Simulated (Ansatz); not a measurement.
# What TiCdSe3 (model cell, started as cubic perovskite with Ti in the octahedra) distorts into, part 2 of 2

Aim: this structure of TiCdSe3 (model cell, started as cubic perovskite with Ti in the octahedra) is to be tested for unstable modes, and one is followed downhill.

Ansatz 0.2.0; DFT PBE, scalar-relativistic, plane waves, PAW.

So far, highest frequency on the path or at a solved wavevector (cm⁻¹): step 2 (response at finite wavevector) 251. Also lowest frequency on the path (cm⁻¹): step 2 -126.

The structure was built from a prototype and need not be the compound's stable phase.

## Step 5: Energy along the mode, all amplitudes (two of the runs are shown above)

An imaginary frequency means negative curvature, so the energy should fall and then rise again as anharmonic terms take over.

This step gave:

```
depth at the lowest point sampled  : 169.2 meV/atom
largest atomic shift at that point : 0.6 Å
```

Energy from the parent against largest atomic shift:

| largest atomic shift (Å) | energy from the parent (meV/atom) |
| --- | --- |
| 0.000 | 0 |
| 0.040 | -1.14 |
| 0.080 | -4.50 |
| 0.140 | -13.4 |
| 0.220 | -31.6 |
| 0.320 | -63.0 |
| 0.450 | -111 |
| 0.600 | -169 |

Displacement at unit largest shift by atom:

| atom | x (Å) | y (Å) | z (Å) | size |
| --- | --- | --- | --- | --- |
| Cd1 | 0.00 | 0.00 | 0.00 | 0.00 |
| Cd2 | 0.00 | 0.00 | 0.00 | 0.00 |
| Ti3 | 0.00 | 0.00 | 0.00 | 0.00 |
| Ti4 | 0.00 | 0.00 | 0.00 | 0.00 |
| Se5 | -1.00 | 0.00 | 0.00 | 1.00 |
| Se6 | 1.00 | 0.00 | 0.00 | 1.00 |
| Se7 | 0.00 | 0.00 | 0.00 | 0.00 |
| Se8 | 0.00 | 0.00 | 0.00 | 0.00 |
| Se9 | 0.00 | 0.00 | 1.00 | 1.00 |
| Se10 | 0.00 | 0.00 | -1.00 | 1.00 |

The lowest of the steps tried is the last one, at 0.6 Å, 169 meV/atom below the parent; the bottom of the well need not coincide with a step.

## Step 6: Relaxation from the frozen mode

Starting from the lowest point found, all atoms and the cell are let go, so that strain and other modes of the same symmetry can join in.

The input, input.yaml:

```yaml
crystal:
  lattice:
    - [4.9773704866, 4.9773704866, 0.0]
    - [4.9773704866, 0.0, 4.9773704866]
    - [4.9773704866, 0.0, -4.9773704866]
  atoms:
    - { symbol: Cd, position: [0.0, 0.5, 0.5] }
    - { symbol: Cd, position: [0.0, 0.0, 0.0] }
    - { symbol: Ti, position: [0.5, 0.25, 0.75] }
    - { symbol: Ti, position: [0.5, 0.75, 0.25] }
    - { symbol: Se, position: [0.5, 0.4397272112, 0.4397272112] }
    - { symbol: Se, position: [0.5, 0.0602727888, 0.0602727888] }
    - { symbol: Se, position: [0.0, 0.0, 0.5] }
    - { symbol: Se, position: [0.0, 0.5, 0.0] }
    - { symbol: Se, position: [0.5, 0.5602727888, -0.0602727888] }
    - { symbol: Se, position: [0.5, -0.0602727888, 0.5602727888] }
kpoints:
  mp_grid: { grid: [8, 8, 8] }
hamiltonian:
  xc: pbe
scf:
  occupations: { method: methfessel_paxton, width: 0.2 }
output:
  forces: true
  stress: true
  eigenvalues: true
relax:
  adjacent_minimum: "off"
  f_tol: 0.002
  max_steps: 120
  cell: { stress_tol: 0.03 }
```

On the command line:

```console
$ ansatz run input.yaml --threads 8 --pin off --max-ram 14336MiB --backend cpu --events-out ev --progress --plain --runs-dir out
```

Numbers of over 12 decimals in the logs are rounded to 6 here.

Output:

```text
[...]
Crystal: 10 atoms, lattice volume = 246.621 Å³
Basis set: ecut = 420 eV, 4909 PW (Γ), exchange–correlation on 96×96×96 points (8 copies of the dense FFT grid, shifted against one another)
Bands: 96, of which v1, the nominal top of the filled ones, is band 80 counted from 1 (79 counted from 0)
Symmetry: 16 space group operations
[...]
k-points: 59 of 512
[...]
SCF iter   1: F=—  HF=-54328.124056 eV  |F-HF|=—  |Δ(HF+E_count)|=         —  Δρ=2.69e-3  dr2=3.38e-2  ethr=1.77e-3  ⟨swp⟩=5.7  Hψ=19051  notcnv=0
[...]
SCF iter   7: F=-54328.121047 eV  HF=-54328.121047 eV  |F-HF|=6.54e-9  |Δ(HF+E_count)|=   1.18e-7  S|Δr|=    0.00e0  Δρ=3.03e-6  dr2=2.03e-8  ethr=6.25e-11  ⟨swp⟩=8.2  Hψ=20002  notcnv=0
SCF 1 converged in 7 iterations: F = -54328.121047 eV  dr2 = 2.03e-8
[...]
relax step   1: F+E_penalty+E_count = -54328.12104746 eV  Δ(F+E_penalty+E_count) = +0.000e0 eV  max|allowed force component| = 8.954e-1 eV/Å  Δτ_max = 0.0000 Å  P = -2.209 GPa  Ω = 246.621 Å³  (7 SCF iters, dr2 threshold 1.00e-7 eV, accepted)
Crystal: 10 atoms, lattice volume = 237.587 Å³
Basis set: ecut = 420 eV, 4645 PW (Γ), exchange–correlation on 96×96×96 points (8 copies of the dense FFT grid, shifted against one another)
[...]
SCF iter   9: F=-54328.745117 eV  HF=-54328.745117 eV  |F-HF|=2.80e-7  |Δ(HF+E_count)|=   6.26e-7  S|Δr|=    0.00e0  Δρ=1.00e-5  dr2=4.02e-7  ethr=6.25e-10  ⟨swp⟩=5.6  Hψ=23546  notcnv=0
SCF 2 converged in 9 iterations: F = -54328.745117 eV  dr2 = 4.02e-7
relax step   2: F+E_penalty+E_count = -54328.74511703 eV  Δ(F+E_penalty+E_count) = -6.241e-1 eV  max|allowed force component| = 2.844e-1 eV/Å  Δτ_max = 0.1966 Å  P = -0.682 GPa  Ω = 237.587 Å³  energy of the carried Pulay correction = +1.192e-3 eV  (9 SCF iters, dr2 threshold 1.00e-6 eV, accepted)
Crystal: 10 atoms, lattice volume = 234.673 Å³
Basis set: ecut = 420 eV, 4587 PW (Γ), exchange–correlation on 96×96×96 points (8 copies of the dense FFT grid, shifted against one another)
[...]
SCF iter   9: F=-54328.786533 eV  HF=-54328.786533 eV  |F-HF|=6.62e-8  |Δ(HF+E_count)|=   4.84e-7  S|Δr|=    0.00e0  Δρ=8.68e-6  dr2=2.59e-7  ethr=6.25e-10  ⟨swp⟩=5.7  Hψ=24002  notcnv=0
SCF 3 converged in 9 iterations: F = -54328.786533 eV  dr2 = 2.59e-7
relax step   3: F+E_penalty+E_count = -54328.78653309 eV  Δ(F+E_penalty+E_count) = -4.142e-2 eV  max|allowed force component| = 2.703e-1 eV/Å  Δτ_max = 0.0825 Å  P = +0.990 GPa  Ω = 234.673 Å³  energy of the carried Pulay correction = +1.585e-3 eV  (9 SCF iters, dr2 threshold 1.00e-6 eV, accepted)
[...]
relax step   4: F+E_penalty+E_count = -54328.81633208 eV  Δ(F+E_penalty+E_count) = -2.980e-2 eV  max|allowed force component| = 4.619e-3 eV/Å  Δτ_max = 0.0399 Å  P = -0.458 GPa  Ω = 239.151 Å³  energy of the carried Pulay correction = +9.820e-4 eV  (9 SCF iters, dr2 threshold 1.00e-6 eV, accepted)
[...]
relax step   5: F+E_penalty+E_count = -54328.81747796 eV  Δ(F+E_penalty+E_count) = -1.146e-3 eV  max|allowed force component| = 4.835e-2 eV/Å  Δτ_max = 0.0103 Å  P = +0.186 GPa  Ω = 237.233 Å³  energy of the carried Pulay correction = +1.239e-3 eV  (7 SCF iters, dr2 threshold 1.00e-6 eV, accepted)
[...]
relax step   6: F+E_penalty+E_count = -54328.81897676 eV  Δ(F+E_penalty+E_count) = -1.499e-3 eV  max|allowed force component| = 4.591e-4 eV/Å  Δτ_max = 0.0091 Å  P = -0.010 GPa  Ω = 237.645 Å³  energy of the carried Pulay correction = +1.184e-3 eV  (7 SCF iters, dr2 threshold 3.52e-7 eV, accepted)
[...]
SCF iter   8: F=-54328.817707 eV  HF=-54328.817707 eV  |F-HF|=7.28e-12  |Δ(HF+E_count)|=  3.78e-10  S|Δr|=    0.00e0  Δρ=1.01e-7  dr2=2.99e-11  ethr=1.00e-12  ⟨swp⟩=3.0  Hψ=20874  notcnv=0
SCF 7 converged in 8 iterations: F = -54328.817707 eV  dr2 = 2.99e-11
relax step   7: F+E_penalty+E_count = -54328.81770685 eV  Δ(F+E_penalty+E_count) = +1.270e-3 eV  max|allowed force component| = 2.869e-4 eV/Å  Δτ_max = 0.0000 Å  P = -0.008 GPa  Ω = 237.645 Å³  stress off target by 1.11e-2 GPa  SCF on the basis re-selected at this cell (its energy is not comparable with the rows above)  (8 SCF iters)
basis re-selected at this cell: Δ(F+E_penalty+E_count) = +1.270e-3 eV, ΔP = +0.002 GPa vs the last step (what re-selecting the basis moved, of the pressure what is left beyond the Pulay correction that the steps carried, after the strain that the cell walked since its last selection, with what the two solves' SCF thresholds leave and, on support functions, any second-order correction that the steps lacked; it is no m [...]
SCF converged after 8 iterations
[...]
Free energy (F): -54328.817707 eV
[...]
Internal energy: -54328.839742 eV  (E = F + TS)
E sigma→0 (E₀):  -54328.823216 eV
Entropy (-TS):   0.022035 eV (2.203 meV/atom)
Fermi energy:    9.386377 eV
[...]
--- Forces (eV/Å), atoms counted from 1 ---
  atom   1  Cd     0.00000000    -0.00000000    -0.00000000
  atom   2  Cd    -0.00000000     0.00000000    -0.00000000
  atom   3  Ti     0.00000000     0.00000000     0.00000000
  atom   4  Ti     0.00000000     0.00000000     0.00000000
  atom   5  Se    -0.00028689    -0.00000000     0.00000000
  atom   6  Se     0.00028689     0.00000000    -0.00000000
  atom   7  Se    -0.00000000     0.00000000     0.00000000
  atom   8  Se     0.00000000    -0.00000000    -0.00000000
  atom   9  Se     0.00000000    -0.00000000     0.00028689
  atom  10  Se    -0.00000000     0.00000000    -0.00028689
  max |Σ_I F_I| component: 3.47e-18 eV/Å
--- Stress (GPa, compression-positive) ---
       -0.011071       0.000000       0.000000
        0.000000      -0.001353      -0.000000
        0.000000      -0.000000      -0.011071
  P = ⅓ Tr σ = -0.0078 GPa (-0.078 kbar)
--- Band table (eV; the first three rows and the last of 59) ---
  k-point 0: bands = [... 76 lower, 8.9654, 8.9654, 9.2592, 9.3637, 9.3637, 9.6594, 9.7924, 9.7924, ... 12 higher]
  k-point 1: bands = [... 76 lower, 8.8816, 8.9839, 9.0691, 9.1865, 9.5931, 9.7716, 9.7935, 9.9706, ... 12 higher]
  k-point 2: bands = [... 76 lower, 8.3792, 8.8440, 8.9838, 9.1046, 9.5185, 9.8050, 10.0514, 10.3796, ... 12 higher]
  k-point 58: bands = [... 76 lower, 7.5276, 7.5276, 9.2611, 9.2611, 9.5470, 9.6592, 10.1707, 10.3548, ... 12 higher]
--- Relaxed structure (6 steps of the walk, 6 accepted, 1 SCFs on fresh bases) ---
  F+E_penalty+E_count = -54328.81770685 eV   max|allowed force component| = 2.869e-4 eV/Å   (the final SCF, on the basis selected at the relaxed cell)
  cell:  # Å, volume = 237.6450 Å³
    - [4.987130, 4.777464, 0]
    - [4.987130, 0.0, 4.987130]
    - [4.987130, 0.0, -4.987130]
  atoms:
    - { symbol: Cd, position: [0, 0.5, 0.5] }
    - { symbol: Cd, position: [0, 0, -2.265393469143098e-19] }
    - { symbol: Ti, position: [0.5, 0.25, 0.75] }
    - { symbol: Ti, position: [0.5, 0.750000, 0.250000] }
    - { symbol: Se, position: [0.5, 0.415821, 0.415821] }
    - { symbol: Se, position: [0.5, 0.084179, 0.084179] }
    - { symbol: Se, position: [0, 0.0, 0.5] }
    - { symbol: Se, position: [0, 0.5, 0.0] }
    - { symbol: Se, position: [0.5, 0.584179, -0.084179] }
    - { symbol: Se, position: [0.5, -0.084179, 0.584179] }
```

The job ended after 81 s (8 threads of Arm Neoverse V2, shared host; peak memory 1.9 GiB).

Relaxation path:

| step | energy less that of the first step (eV) | largest force component (eV/Å) | pressure (GPa) | volume (Å³) |
| --- | --- | --- | --- | --- |
| 1 | 0.0000 | 0.8954 | -2.21 | 246.62 |
| 2 | -0.6241 | 0.2844 | -0.68 | 237.59 |
| 3 | -0.6655 | 0.2703 | 0.99 | 234.67 |
| 4 | -0.6953 | 0.0046 | -0.46 | 239.15 |
| 5 | -0.6964 | 0.0483 | 0.19 | 237.23 |
| 6 | -0.6979 | 0.0005 | -0.01 | 237.65 |
| 7* | -0.6967 | 0.0003 | -0.01 | 237.65 |

Relaxation steps marked * repeat the geometry before them on a plane-wave basis chosen anew for their cell, so energy and pressure can jump there.

Forces are held to the 16 operations that the run works with; a distortion that breaks them can't arise in this run.

| conventional cell, symmetrised | before | after | change |
| --- | --- | --- | --- |
| a (Å) | 7.039 | 7.053 | +0.2 % |
| b (Å) | 7.039 | 7.053 | +0.2 % |
| c (Å) | 9.955 | 9.555 | -4.0 % |
| volume (Å³/atom) | 24.66 | 23.76 | -3.6 % |

The atoms that moved most (Å, as changes of fractional coordinates times the final cell):

| atom | dx | dy | dz | length |
| --- | --- | --- | --- | --- |
| Se10 | 0.000 | 0.000 | -0.238 | 0.238 |
| Se9 | 0.000 | 0.000 | 0.238 | 0.238 |
| Se6 | 0.238 | 0.000 | 0.000 | 0.238 |
| Se5 | -0.238 | 0.000 | 0.000 | 0.238 |

This step gave:

```
pressure        : -0.007832 GPa
volume per atom : 23.76 Å³
```

The distorted start has space group I4/mcm; the relaxation ends in I4/mcm.

## Step 7: The new phase in its own primitive cell

The relaxed structure is symmetrised, reduced to its primitive cell and relaxed tightly, as its phonons need.

The input, input.yaml:

```yaml
crystal:
  lattice:
    - [-3.5264331461, 3.5264331461, 4.7774638422]
    - [3.5264331461, -3.5264331461, 4.7774638422]
    - [3.5264331461, 3.5264331461, -4.7774638422]
  atoms:
    - { symbol: Cd, position: [0.25, 0.75, 0.5] }
    - { symbol: Cd, position: [0.75, 0.25, 0.5] }
    - { symbol: Ti, position: [0.5, 0.5, 0.0] }
    - { symbol: Ti, position: [0.0, 0.0, 0.0] }
    - { symbol: Se, position: [0.1658211793, 0.3341788207, 0.5] }
    - { symbol: Se, position: [0.8341788207, 0.6658211793, 0.5] }
    - { symbol: Se, position: [0.25, 0.25, 0.0] }
    - { symbol: Se, position: [0.75, 0.75, 0.0] }
    - { symbol: Se, position: [0.6658211793, 0.1658211793, 0.8316423585] }
    - { symbol: Se, position: [0.3341788207, 0.8341788207, 0.1683576415] }
kpoints:
  mp_grid: { grid: [8, 8, 8] }
hamiltonian:
  xc: pbe
scf:
  occupations: { method: methfessel_paxton, width: 0.2 }
output:
  forces: true
  stress: true
  eigenvalues: true
relax:
  adjacent_minimum: "off"
  f_tol: 0.001
  max_steps: 60
  cell: { stress_tol: 0.01 }
```

Output:

```text
[...]
Crystal: 10 atoms, lattice volume = 237.645 Å³
Basis set: ecut = 420 eV, 4691 PW (Γ), exchange–correlation on 96×96×96 points (8 copies of the dense FFT grid, shifted against one another)
Bands: 96, of which v1, the nominal top of the filled ones, is band 80 counted from 1 (79 counted from 0)
Symmetry: 16 space group operations
[...]
k-points: 59 of 512
[...]
- { symbol: Cd, position: [0.75, 0.250000, 0.5] }
    - { symbol: Ti, position: [0.5, 0.5, 0] }
    - { symbol: Ti, position: [0, 0, 0] }
    - { symbol: Se, position: [0.165808, 0.334192, 0.5] }
    - { symbol: Se, position: [0.834192, 0.665808, 0.5] }
    - { symbol: Se, position: [0.25, 0.25, 0] }
    - { symbol: Se, position: [0.750000, 0.750000, 0] }
    - { symbol: Se, position: [0.665808, 0.165808, 0.831616] }
    - { symbol: Se, position: [0.334192, 0.834192, 0.168384] }
[key lines of the parts left out:]
SCF converged after 6 iterations
Free energy (F): -54328.817708 eV
Fermi energy:    9.389035 eV
P = ⅓ Tr σ = -0.0021 GPa (-0.021 kbar)
```

Elapsed: 50 s, on 8 threads; peak memory 1.8 GiB; 6.4 min of CPU time.

Little changed from the start: no atom moved by 0.005 Å and no cell edge by 0.1 %.

Numbers from this step:

| Item | Value |
| --- | --- |
| pressure | -0.002136 GPa |

The largest force component left is 0.092 meV/Å and the pressure is -0.002 GPa, within the tolerances set. The cell now holds 23.76 Å³/atom.

## Step 8: Modes of the new phase

A relaxed structure may still be a saddle point, so its zone-centre modes are computed. No field response is asked, since the mesh shows no gap.

The input, input.yaml:

```yaml
crystal:
  lattice:
    - [-3.52598646, 3.52598646, 4.7778733076]
    - [3.52598646, -3.52598646, 4.7778733076]
    - [3.52598646, 3.52598646, -4.7778733076]
  atoms:
    - { symbol: Cd, position: [0.25, 0.75, 0.5] }
    - { symbol: Cd, position: [0.75, 0.25, 0.5] }
    - { symbol: Ti, position: [0.5, 0.5, 0.0] }
    - { symbol: Ti, position: [0.0, 0.0, 0.0] }
    - { symbol: Se, position: [0.1658079958, 0.3341920042, 0.5] }
    - { symbol: Se, position: [0.8341920042, 0.6658079958, 0.5] }
    - { symbol: Se, position: [0.25, 0.25, 0.0] }
    - { symbol: Se, position: [0.75, 0.75, 0.0] }
    - { symbol: Se, position: [0.6658079958, 0.1658079958, 0.8316159916] }
    - { symbol: Se, position: [0.3341920042, 0.8341920042, 0.1683840084] }
kpoints:
  mp_grid: { grid: [8, 8, 8] }
hamiltonian:
  xc: pbe
scf:
  occupations: { method: methfessel_paxton, width: 0.2 }
output:
  eigenvalues: true
phonons:
  method: dfpt
```

Output:

```text
Engine: ansatz 0.2.0, aarch64-unknown-linux-gnu
Pseudopotentials: kind: paw
Pseudopotential: Cd, paw, valence charge 20, recommended cutoff 420 eV (normal), Cd.paw.azcp
Pseudopotential: Ti, paw, valence charge 12, recommended cutoff 420 eV (normal), Ti.paw.azcp
Pseudopotential: Se, paw, valence charge 16, recommended cutoff 420 eV (normal), Se.paw.azcp
Functional definition: PBE
  parameter kappa = 0.804
  parameter beta = 0.066725
  exchange = pbe_x(kappa = kappa, mu = beta*pi^2/3)
  correlation = pbe_c(beta = beta)
Crystal: 10 atoms, lattice volume = 237.605 Å³
Basis set: ecut = 420 eV, 4691 PW (Γ), exchange–correlation on 96×96×96 points (8 copies of the dense FFT grid, shifted against one another)
Bands: 96, of which v1, the nominal top of the filled ones, is band 80 counted from 1 (79 counted from 0)
Symmetry: 16 space group operations
k-points: 260 of 512 (irreducible under 1 space group operation, time reversal used)
Non-local potential: Cd, projectors of the file, l = 0: 3, l = 1: 2, l = 2: 2, l = 3: 1
Non-local potential: Ti, projectors of the file, l = 0: 3, l = 1: 2, l = 2: 3, l = 3: 1
Non-local potential: Se, projectors of the file, l = 0: 2, l = 1: 2, l = 2: 3, l = 3: 1
PAW form: soft (Blöchl's): semilocal exchange-correlation on the pseudo side does not see the compensation charge
PAW one-centre angular grid: Cd, 590 points (default); XC on 64 Gauss nodes
PAW one-centre angular grid: Ti, 590 points (default); XC on 64 Gauss nodes
PAW one-centre angular grid: Se, 590 points (default); XC on 64 Gauss nodes
Initial density: superposition of atomic densities (neutral atoms: chi_scale 0, normalization atom), corrected by the library's trained network
Initial wavefunctions: pseudopotential atomic-orbital guess
Functional: x = pbe(κ = 0.804, μ = 0.219515), c = pbe(β = 0.066725)
SCF iter   1: F=—  HF=-54328.816721 eV  |F-HF|=—  |Δ(HF+E_count)|=         —  Δρ=3.48e-3  dr2=2.99e-2  ethr=1.77e-3  ⟨swp⟩=5.7  Hψ=84421  notcnv=0
preconditioner: auto → Kerker (q_TF=auto, 2.554 Å⁻¹)  [metal: Δε(μ)=0.017 eV  Ē_g=8.572 eV  σ=0.200 eV  W_gap=0.07  n_scr=62 (ndim 8)  ℏωp=19.9 eV  f_vac=0.040  D(μ)=0.96/eV (n_scr^D=0)]
SCF iter   2: F=—  HF=-54328.818169 eV  |F-HF|=—  |Δ(HF+E_count)|=   1.45e-3  S|Δr|=    0.00e0  Δρ=2.27e-3  dr2=1.24e-2  ethr=1.87e-5  ⟨swp⟩=2.0  Hψ=32205  notcnv=0
SCF iter   3: F=—  HF=-54328.817891 eV  |F-HF|=—  |Δ(HF+E_count)|=   2.78e-4  S|Δr|=    0.00e0  Δρ=1.38e-3  dr2=6.51e-3  ethr=7.76e-6  ⟨swp⟩=2.0  Hψ=27408  notcnv=0
SCF iter   4: F=—  HF=-54328.817813 eV  |F-HF|=—  |Δ(HF+E_count)|=   7.78e-5  S|Δr|=    0.00e0  Δρ=2.96e-4  dr2=4.72e-4  ethr=4.07e-6  ⟨swp⟩=1.7  Hψ=24802  notcnv=0
SCF iter   5: F=—  HF=-54328.817817 eV  |F-HF|=—  |Δ(HF+E_count)|=   3.81e-6  S|Δr|=    0.00e0  Δρ=1.34e-4  dr2=8.76e-5  ethr=2.95e-7  ⟨swp⟩=2.2  Hψ=35398  notcnv=0
SCF iter   6: F=—  HF=-54328.817813 eV  |F-HF|=—  |Δ(HF+E_count)|=   4.03e-6  S|Δr|=    0.00e0  Δρ=6.14e-5  dr2=1.51e-5  ethr=5.47e-8  ⟨swp⟩=2.0  Hψ=36671  notcnv=0
SCF iter   7: F=—  HF=-54328.817811 eV  |F-HF|=—  |Δ(HF+E_count)|=   1.64e-6  S|Δr|=    0.00e0  Δρ=2.77e-5  dr2=3.08e-6  ethr=9.45e-9  ⟨swp⟩=2.0  Hψ=32521  notcnv=0
SCF iter   8: F=—  HF=-54328.817708 eV  |F-HF|=—  |Δ(HF+E_count)|=   1.03e-4  S|Δr|=    0.00e0  Δρ=1.01e-5  dr2=5.22e-7  ethr=1.93e-9  ⟨swp⟩=2.0  Hψ=41716  notcnv=0
SCF iter   9: F=—  HF=-54328.817708 eV  |F-HF|=—  |Δ(HF+E_count)|=   5.02e-8  S|Δr|=    0.00e0  Δρ=5.70e-6  dr2=1.36e-7  ethr=3.26e-10  ⟨swp⟩=2.0  Hψ=41875  notcnv=0
SCF iter  10: F=—  HF=-54328.817708 eV  |F-HF|=—  |Δ(HF+E_count)|=   6.48e-9  S|Δr|=    0.00e0  Δρ=1.85e-6  dr2=1.15e-8  ethr=8.52e-11  ⟨swp⟩=2.0  Hψ=41881  notcnv=0
SCF iter  11: F=—  HF=-54328.817708 eV  |F-HF|=—  |Δ(HF+E_count)|=   8.63e-9  S|Δr|=    0.00e0  Δρ=1.38e-6  dr2=7.98e-9  ethr=7.19e-12  ⟨swp⟩=2.0  Hψ=32499  notcnv=0
SCF iter  12: F=—  HF=-54328.817708 eV  |F-HF|=—  |Δ(HF+E_count)|=  7.71e-10  S|Δr|=    0.00e0  Δρ=2.16e-7  dr2=1.25e-10  ethr=4.99e-12  ⟨swp⟩=2.0  Hψ=28211  notcnv=0
SCF iter  13: F=—  HF=-54328.817708 eV  |F-HF|=—  |Δ(HF+E_count)|=  1.16e-10  S|Δr|=    0.00e0  Δρ=8.86e-8  dr2=2.83e-11  ethr=1.00e-12  ⟨swp⟩=1.0  Hψ=23677  notcnv=0
SCF iter  14: F=-54328.817708 eV  HF=-54328.817708 eV  |F-HF|=1.46e-11  |Δ(HF+E_count)|=  1.46e-11  S|Δr|=    0.00e0  Δρ=1.84e-8  dr2=8.44e-13  ethr=1.00e-12  ⟨swp⟩=9.1  Hψ=112880  notcnv=0
SCF 1 converged in 14 iterations: F = -54328.817708 eV  dr2 = 8.44e-13
[...]
DFPT response loops at Γ: preconditioner auto → Kerker (q_TF=auto, 2.554 Å⁻¹) (partly filled bands, converged f_vac=0.041); β = 1.00, the filter's whole step (`scf.mixing.beta` (0.50) is not read by the response loops under this deck's `scf.mixing.preconditioner`; to damp them name `kerker` or `kerker_dos`, under which they read `scf.mixing.beta`, and type it under 1.00, their step now; both keys bind the ground state too); Broyden in place of MSR1
the run's response loops start from zero, take more passes and end by a threshold: the memory limit or budget leaves too little room for the subspace of the ground state's own states beside the solves, or none could be made (phonons.method)
```

Wall time 34 min (8 threads); peak memory 12 GiB.

The run was cut off at the time limit after its SCF cycle had converged; no result of it is taken.

The program's message: “Warning: RAYON”

## Step 9: Outcome

```yaml
unstable_mode_of_the_parent: q = (-0.5, -0.5, -0.5), 107i cm⁻¹
depth_at_the_lowest_point_sampled: 169 meV/atom
largest_atomic_shift_at_that_point: 0.6 Å
space_group_reached_within_0p01_a: I4/mcm
energy_gained_over_the_parent_first_relaxation_on_the_mesh_of_the_frozen_mode: 239 meV/atom
volume_per_atom_phase_reached: 23.8 Å³
```

In words: Along this mode the structure falls into I4/mcm, 239 meV/atom below the parent. At the parent's cell the well is 169.2 meV/atom deep on the steps tried, with its lowest point at a shift of 0.6 Å. That is the last step tried, so the steps alone don't bracket the bottom of the well. Relaxing atoms and cell changes the gain by +69.73 meV/atom against the lowest step (energies at zero smearing). The modes of the phase reached were not computed on this path. Of the 7 patterns followed to their end from this parent, this one ends 122 meV/atom above the lowest, R-3c. Each path keeps the symmetry of its pattern, so a lower phase may lie along a pattern not tried. With no gap, or one that is small against the smearing, the frequencies hang on the k mesh and the smearing, most of all near Kohn anomalies. The starting cell was built on a prototype and not taken from a measurement, so the phase need not exist.

[Logs are printed without paths, hosts, clocks, repeated set-up lines and the standing remarks that a program may print on its own settings, such as how far it seeks lower states.]

[Hosts, paths, dates, database ids (printed as entryN), source tags and the programs' standing remarks are cut or masked in the printed files.]
